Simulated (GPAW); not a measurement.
# Settings that the conductance of bicyclo[2.2.2]octane-1,4-dithiol between two Al chains needs, part 3 of 3

How do the numerical settings move the conductance of bicyclo[2.2.2]octane-1,4-dithiol between two Al chains?

GPAW 26.7.0; GPAW LCAO, PAW setups; Landauer transmission from Green's functions with principal layers (ASE), zero bias.

So far. Step 19 (Varying the width of the vacuum box): The conductance, 0.0135 G₀, lies 15 % above that of the base run.

## 20. Width of the vacuum box, box 10.1 Å

The cell differs from the one that the last finished run ended in (a 8.300 → 9.800 Å, b 8.589 → 10.089 Å).

The input, run.py:

```python
import json
import numpy as np
from ase import Atoms
from ase.transport.calculators import TransportCalculator
from gpaw import GPAW, FermiDirac
from gpaw.lcao.tools import get_lcao_hamiltonian
from scipy.linalg import eigh

# The junction with lead layers at both ends, along the third cell vector
device = Atoms(
    ['Al', 'Al', 'Al', 'Al', 'Al', 'Al', 'S', 'H', 'H', 'H', 'C', 'C', 'H', 'C', 'H', 'H', 'C', 'C', 'H', 'H', 'C', 'H', 'C', 'C', 'H', 'H', 'H', 'S', 'Al', 'Al', 'Al', 'Al', 'Al', 'Al'],
    positions=[
        [4.90007, 5.04471, 1.20000],
        [4.90007, 5.04471, 3.60000],
        [4.90007, 5.04471, 6.00000],
        [4.90007, 5.04471, 8.40000],
        [4.90007, 5.04471, 10.80000],
        [4.90007, 5.04471, 13.20000],
        [5.79719, 4.25895, 15.04872],
        [3.14126, 4.02360, 16.34431],
        [3.98661, 2.50002, 16.59600],
        [4.37692, 6.25890, 16.71240],
        [5.27061, 4.26180, 16.79424],
        [3.91864, 3.53760, 16.94819],
        [6.06470, 6.25851, 17.21307],
        [5.11908, 5.70844, 17.30520],
        [6.45740, 2.50137, 17.32994],
        [7.30013, 4.02652, 17.58153],
        [6.31991, 3.53866, 17.66230],
        [3.48021, 3.53868, 18.42341],
        [2.50000, 4.02656, 18.50418],
        [3.34271, 2.50139, 18.75577],
        [4.68107, 5.70844, 18.78052],
        [3.73547, 6.25853, 18.87265],
        [5.88149, 3.53758, 19.13751],
        [4.52953, 4.26181, 19.29147],
        [5.42324, 6.25889, 19.37332],
        [5.81350, 2.50000, 19.48970],
        [6.65888, 4.02357, 19.74140],
        [4.00294, 4.25896, 21.03699],
        [4.90007, 5.04471, 22.88571],
        [4.90007, 5.04471, 25.28571],
        [4.90007, 5.04471, 27.68571],
        [4.90007, 5.04471, 30.08571],
        [4.90007, 5.04471, 32.48571],
        [4.90007, 5.04471, 34.88571]],
    cell=[[9.80014, 0.0, 0.0], [0.0, 10.08942, 0.0], [0.0, 0.0, 36.08571]],
    pbc=True)

# One principal layer of the lead: the first 4 atoms of the device
lead = Atoms(
    ['Al', 'Al', 'Al', 'Al'],
    positions=[
        [4.90007, 5.04471, 1.20000],
        [4.90007, 5.04471, 3.60000],
        [4.90007, 5.04471, 6.00000],
        [4.90007, 5.04471, 8.40000]],
    cell=[[9.80014, 0.0, 0.0], [0.0, 10.08942, 0.0], [0.0, 0.0, 9.6]],
    pbc=True)

settings = dict(mode='lcao', basis='szp(dzp)', xc='LDA', h=0.2,
                occupations=FermiDirac(0.1), maxiter=250,
                mixer=dict(beta=0.1, nmaxold=8, weight=100.0),
                convergence=dict(density=0.0001))
energies = np.arange(-2, 2 + 1e-9, 0.05)
eta = 0.0001
n1, n2 = 1, 1
# k and -k transmit alike, so half of the mesh across the current serves
mesh = [(i, j) for i in range(n1) for j in range(n2) if (i, j) <= (-i % n1, -j % n2)]
weights = np.array([1 if (i, j) == (-i % n1, -j % n2) else 2 for i, j in mesh]) / (n1 * n2)

# [... helper functions left out ...]
fermi_lead = ground_state(lead, (1, 1, 12), 'lead.txt')
fermi_device = ground_state(device, (1, 1, 2), 'device.txt')
# [... loop over the mesh left out, but for ...]
        # Shift the lead onto the potential of the device's first layer
        shift = ((H[:, 0, 0] - H0[:, 0, 0]) / S0[0, 0]).real.mean()
# [...]
kT = 8.617333e-5 * 300
bias = [0.1, 0.2, 0.5, 1.0, 1.5, 2.0]
# [... integrals and printing left out ...]
```

Started as:

```
$ OMP_NUM_THREADS=1 OPENBLAS_NUM_THREADS=2 python run.py
```

The job ended after 58 s (2 threads of Arm Neoverse V1, shared host; peak memory 1.4 GiB).

One spin. The transmission, zone mean by energy, zero at the Fermi level:

| energy (eV) | transmission, zone mean |
| --- | --- |
| -2.000 | 9.0e-5 |
| -1.800 | 2.3e-5 |
| -1.600 | 3.7e-6 |
| -1.400 | 3.5e-8 |
| -1.200 | 0 |
| -1.000 | 0 |
| -0.800 | 0 |
| -0.600 | 0 |
| -0.400 | 5.3e-11 |
| -0.200 | 0.0109 |
| -0.050 | 0.0135 |
| 0.000 | 0.0126 |
| 0.200 | 0.00584 |
| 0.400 | 0.00564 |
| 0.450 | 0.0179 |
| 0.600 | 0.0161 |
| 0.800 | 0.0204 |
| 1.000 | 0.0265 |
| 1.200 | 0.0343 |
| 1.400 | 0.0434 |
| 1.600 | 0.0538 |
| 1.800 | 0.0648 |
| 2.000 | 0.0756 |

The conductance, 0.0123 G₀, lies 5.0 % above that of the base run.

## 21. Varying the width of the vacuum box, box 13.3 × 13.6 Å

The cell differs from the one that the last finished run ended in (a 9.800 → 13.300 Å, b 10.089 → 13.589 Å).

The input, run.py:

```python
import json
import numpy as np
from ase import Atoms
from ase.transport.calculators import TransportCalculator
from gpaw import GPAW, FermiDirac
from gpaw.lcao.tools import get_lcao_hamiltonian
from scipy.linalg import eigh

# The junction with lead layers at both ends, along the third cell vector
device = Atoms(
    ['Al', 'Al', 'Al', 'Al', 'Al', 'Al', 'S', 'H', 'H', 'H', 'C', 'C', 'H', 'C', 'H', 'H', 'C', 'C', 'H', 'H', 'C', 'H', 'C', 'C', 'H', 'H', 'H', 'S', 'Al', 'Al', 'Al', 'Al', 'Al', 'Al'],
    positions=[
        [6.65007, 6.79471, 1.20000],
        [6.65007, 6.79471, 3.60000],
        [6.65007, 6.79471, 6.00000],
        [6.65007, 6.79471, 8.40000],
        [6.65007, 6.79471, 10.80000],
        [6.65007, 6.79471, 13.20000],
        [7.54719, 6.00895, 15.04872],
        [4.89126, 5.77360, 16.34431],
        [5.73661, 4.25002, 16.59600],
        [6.12692, 8.00890, 16.71240],
        [7.02061, 6.01180, 16.79424],
        [5.66864, 5.28760, 16.94819],
        [7.81470, 8.00851, 17.21307],
        [6.86908, 7.45844, 17.30520],
        [8.20740, 4.25137, 17.32994],
        [9.05013, 5.77652, 17.58153],
        [8.06991, 5.28866, 17.66230],
        [5.23021, 5.28868, 18.42341],
        [4.25000, 5.77656, 18.50418],
        [5.09271, 4.25139, 18.75577],
        [6.43107, 7.45844, 18.78052],
        [5.48547, 8.00853, 18.87265],
        [7.63149, 5.28758, 19.13751],
        [6.27953, 6.01181, 19.29147],
        [7.17324, 8.00889, 19.37332],
        [7.56350, 4.25000, 19.48970],
        [8.40888, 5.77357, 19.74140],
        [5.75294, 6.00896, 21.03699],
        [6.65007, 6.79471, 22.88571],
        [6.65007, 6.79471, 25.28571],
        [6.65007, 6.79471, 27.68571],
        [6.65007, 6.79471, 30.08571],
        [6.65007, 6.79471, 32.48571],
        [6.65007, 6.79471, 34.88571]],
    cell=[[13.30014, 0.0, 0.0], [0.0, 13.58942, 0.0], [0.0, 0.0, 36.08571]],
    pbc=True)

# One principal layer of the lead: the first 4 atoms of the device
lead = Atoms(
    ['Al', 'Al', 'Al', 'Al'],
    positions=[
        [6.65007, 6.79471, 1.20000],
        [6.65007, 6.79471, 3.60000],
        [6.65007, 6.79471, 6.00000],
        [6.65007, 6.79471, 8.40000]],
    cell=[[13.30014, 0.0, 0.0], [0.0, 13.58942, 0.0], [0.0, 0.0, 9.6]],
    pbc=True)

settings = dict(mode='lcao', basis='szp(dzp)', xc='LDA', h=0.2,
                occupations=FermiDirac(0.1), maxiter=250,
                mixer=dict(beta=0.1, nmaxold=8, weight=100.0),
                convergence=dict(density=0.0001))
energies = np.arange(-2, 2 + 1e-9, 0.05)
eta = 0.0001
n1, n2 = 1, 1
# k and -k transmit alike, so half of the mesh across the current serves
mesh = [(i, j) for i in range(n1) for j in range(n2) if (i, j) <= (-i % n1, -j % n2)]
weights = np.array([1 if (i, j) == (-i % n1, -j % n2) else 2 for i, j in mesh]) / (n1 * n2)

# [... helper functions left out ...]
fermi_lead = ground_state(lead, (1, 1, 12), 'lead.txt')
fermi_device = ground_state(device, (1, 1, 2), 'device.txt')
# [... loop over the mesh left out, but for ...]
        # Shift the lead onto the potential of the device's first layer
        shift = ((H[:, 0, 0] - H0[:, 0, 0]) / S0[0, 0]).real.mean()
# [...]
kT = 8.617333e-5 * 300
bias = [0.1, 0.2, 0.5, 1.0, 1.5, 2.0]
# [... integrals and printing left out ...]
```

It took 76 s on 2 threads; peak memory 2.2 GiB.

One spin. Table of transmission, zone mean by energy, zero at the Fermi level:

energy (eV), transmission, zone mean and a bar:
```
    -2.00     0.0001 
    -1.85     0.0000 
    -1.70     0.0000 
    -1.60     0.0000 
    -1.45     0.0000 
    -1.30     0.0000 
    -1.15     0.0000 
    -1.05     0.0000 
    -0.90     0.0000 
    -0.75     0.0000 
    -0.60     0.0000 
    -0.50     0.0000 
    -0.35     0.0060 ###
    -0.20     0.0095 ####
    -0.10     0.0123 #####
    -0.05     0.0123 #####
     0.00     0.0114 #####
     0.05     0.0101 ####
     0.20     0.0056 ##
     0.35     0.0019 #
     0.45     0.0158 #######
     0.50     0.0156 #######
     0.60     0.0129 #####
     0.75     0.0172 #######
     0.90     0.0208 #########
     1.05     0.0257 ###########
     1.15     0.0294 ############
     1.30     0.0356 ###############
     1.45     0.0425 ##################
     1.60     0.0500 #####################
     1.70     0.0551 #######################
     1.85     0.0631 ###########################
     2.00     0.0710 ##############################
```

The conductance, 0.0112 G₀, lies 4.3 % below that of the base run.

## 22. Width of the vacuum box, box 15.3 × 15.6 Å

The cell differs from the one that the last finished run ended in (a 13.300 → 15.300 Å, b 13.589 → 15.589 Å).

The input, run.py:

```python
import json
import numpy as np
from ase import Atoms
from ase.transport.calculators import TransportCalculator
from gpaw import GPAW, FermiDirac
from gpaw.lcao.tools import get_lcao_hamiltonian
from scipy.linalg import eigh

# The junction with lead layers at both ends, along the third cell vector
device = Atoms(
    ['Al', 'Al', 'Al', 'Al', 'Al', 'Al', 'S', 'H', 'H', 'H', 'C', 'C', 'H', 'C', 'H', 'H', 'C', 'C', 'H', 'H', 'C', 'H', 'C', 'C', 'H', 'H', 'H', 'S', 'Al', 'Al', 'Al', 'Al', 'Al', 'Al'],
    positions=[
        [7.65007, 7.79471, 1.20000],
        [7.65007, 7.79471, 3.60000],
        [7.65007, 7.79471, 6.00000],
        [7.65007, 7.79471, 8.40000],
        [7.65007, 7.79471, 10.80000],
        [7.65007, 7.79471, 13.20000],
        [8.54719, 7.00895, 15.04872],
        [5.89126, 6.77360, 16.34431],
        [6.73661, 5.25002, 16.59600],
        [7.12692, 9.00890, 16.71240],
        [8.02061, 7.01180, 16.79424],
        [6.66864, 6.28760, 16.94819],
        [8.81470, 9.00851, 17.21307],
        [7.86908, 8.45844, 17.30520],
        [9.20740, 5.25137, 17.32994],
        [10.05013, 6.77652, 17.58153],
        [9.06991, 6.28866, 17.66230],
        [6.23021, 6.28868, 18.42341],
        [5.25000, 6.77656, 18.50418],
        [6.09271, 5.25139, 18.75577],
        [7.43107, 8.45844, 18.78052],
        [6.48547, 9.00853, 18.87265],
        [8.63149, 6.28758, 19.13751],
        [7.27953, 7.01181, 19.29147],
        [8.17324, 9.00889, 19.37332],
        [8.56350, 5.25000, 19.48970],
        [9.40888, 6.77357, 19.74140],
        [6.75294, 7.00896, 21.03699],
        [7.65007, 7.79471, 22.88571],
        [7.65007, 7.79471, 25.28571],
        [7.65007, 7.79471, 27.68571],
        [7.65007, 7.79471, 30.08571],
        [7.65007, 7.79471, 32.48571],
        [7.65007, 7.79471, 34.88571]],
    cell=[[15.30014, 0.0, 0.0], [0.0, 15.58942, 0.0], [0.0, 0.0, 36.08571]],
    pbc=True)

# One principal layer of the lead: the first 4 atoms of the device
lead = Atoms(
    ['Al', 'Al', 'Al', 'Al'],
    positions=[
        [7.65007, 7.79471, 1.20000],
        [7.65007, 7.79471, 3.60000],
        [7.65007, 7.79471, 6.00000],
        [7.65007, 7.79471, 8.40000]],
    cell=[[15.30014, 0.0, 0.0], [0.0, 15.58942, 0.0], [0.0, 0.0, 9.6]],
    pbc=True)

settings = dict(mode='lcao', basis='szp(dzp)', xc='LDA', h=0.2,
                occupations=FermiDirac(0.1), maxiter=250,
                mixer=dict(beta=0.1, nmaxold=8, weight=100.0),
                convergence=dict(density=0.0001))
energies = np.arange(-2, 2 + 1e-9, 0.05)
eta = 0.0001
n1, n2 = 1, 1
# k and -k transmit alike, so half of the mesh across the current serves
mesh = [(i, j) for i in range(n1) for j in range(n2) if (i, j) <= (-i % n1, -j % n2)]
weights = np.array([1 if (i, j) == (-i % n1, -j % n2) else 2 for i, j in mesh]) / (n1 * n2)

# [... helper functions left out ...]
fermi_lead = ground_state(lead, (1, 1, 12), 'lead.txt')
fermi_device = ground_state(device, (1, 1, 2), 'device.txt')
# [... loop over the mesh left out, but for ...]
        # Shift the lead onto the potential of the device's first layer
        shift = ((H[:, 0, 0] - H0[:, 0, 0]) / S0[0, 0]).real.mean()
# [...]
kT = 8.617333e-5 * 300
bias = [0.1, 0.2, 0.5, 1.0, 1.5, 2.0]
# [... integrals and printing left out ...]
```

The job ended after 88 s (2 threads; peak memory 2.6 GiB).

One spin. Table of transmission, zone mean by energy, zero at the Fermi level:

energy (eV), transmission, zone mean and a bar:
```
    -2.00     0.0001 
    -1.90     0.0001 
    -1.80     0.0000 
    -1.70     0.0000 
    -1.55     0.0000 
    -1.45     0.0000 
    -1.35     0.0000 
    -1.25     0.0000 
    -1.15     0.0000 
    -1.05     0.0000 
    -0.90     0.0000 
    -0.80     0.0000 
    -0.70     0.0000 
    -0.60     0.0000 
    -0.50     0.0000 
    -0.40     0.0000 
    -0.25     0.0071 ###
    -0.15     0.0111 #####
    -0.10     0.0121 #####
    -0.05     0.0120 #####
     0.00     0.0111 #####
     0.05     0.0099 ####
     0.15     0.0070 ###
     0.25     0.0041 ##
     0.40     0.0043 ##
     0.50     0.0162 #######
     0.60     0.0121 #####
     0.70     0.0159 #######
     0.80     0.0177 ########
     0.90     0.0202 #########
     1.05     0.0250 ###########
     1.15     0.0287 ############
     1.25     0.0328 ##############
     1.35     0.0371 ################
     1.45     0.0417 ##################
     1.55     0.0465 ####################
     1.70     0.0541 #######################
     1.80     0.0593 #########################
     1.90     0.0645 ############################
     2.00     0.0698 ##############################
```

The conductance, 0.0109 G₀, lies 6.6 % below that of the base run.

## 23. Convergence in the width of the vacuum box

This step: convergence of the conductance (GPAW 26.7.0).

Table of conductance by width of the vacuum box:

| width of the vacuum box (Å) | conductance (G₀) |
| --- | --- |
| 7.30 | 0.0158 |
| 8.30 | 0.0135 |
| 9.80 | 0.0123 |
| 11.30 | 0.0117 |
| 13.30 | 0.0112 |
| 15.30 | 0.0109 |

## 24. Summary of results

| Item | Value |
| --- | --- |
| conductance at the base settings | 0.0117 G₀ |
| range over the periods in a principal layer (2 to 5) | 0.0117 to 0.0118 G₀ |
| range over the grid spacing (0.14 to 0.3 Å) | 0.0116 to 0.0117 G₀ |
| range over the density threshold (1.0e-6 to 0.1) | 0.0117 to 0.0120 G₀ |
| range over the width of the vacuum box (7.3 to 15.3 Å) | 0.0109 to 0.0158 G₀ |

In words: At the base settings the conductance, averaged at 300 K, is 0.0117 G₀. In the periods in a principal layer, no value tried moves the conductance by 3 %. In the grid spacing, no value tried moves the conductance by 3 %. In the density threshold, no value tried moves the conductance by 3 %. In the width of the vacuum box, 13.3 Å already gives the conductance within 3 % of the finest value tried; currents at finite bias may need more. The thresholds 0.01 and 0.1 ended after the same number of SCF steps: the energy test stopped those runs, so they are one result, not a plateau. Over the ranges tried, the width of the vacuum box moves it most, counted as a ratio. The geometry was built from estimated bond lengths and not relaxed, so the numbers describe this model structure. Semilocal functionals put molecular levels too near the Fermi level, so such conductances usually come out too high, and chain electrodes have a sharper density of states than real ones. An evenly spaced straight chain is an idealisation: free chains tend to dimerise, zigzag or, where a band edge lies near the Fermi level, turn magnetic. The currents use the zero-bias T(E) throughout, which holds only while the bias is small against the distance to the nearest feature.

[Logs are printed without paths, hosts, clocks, repeated set-up lines and the standing remarks that a program may print on its own settings, such as how far it seeks lower states.]

[Hosts, paths, dates, database ids (printed as entryN), source tags and the programs' standing remarks are cut or masked in the printed files.]
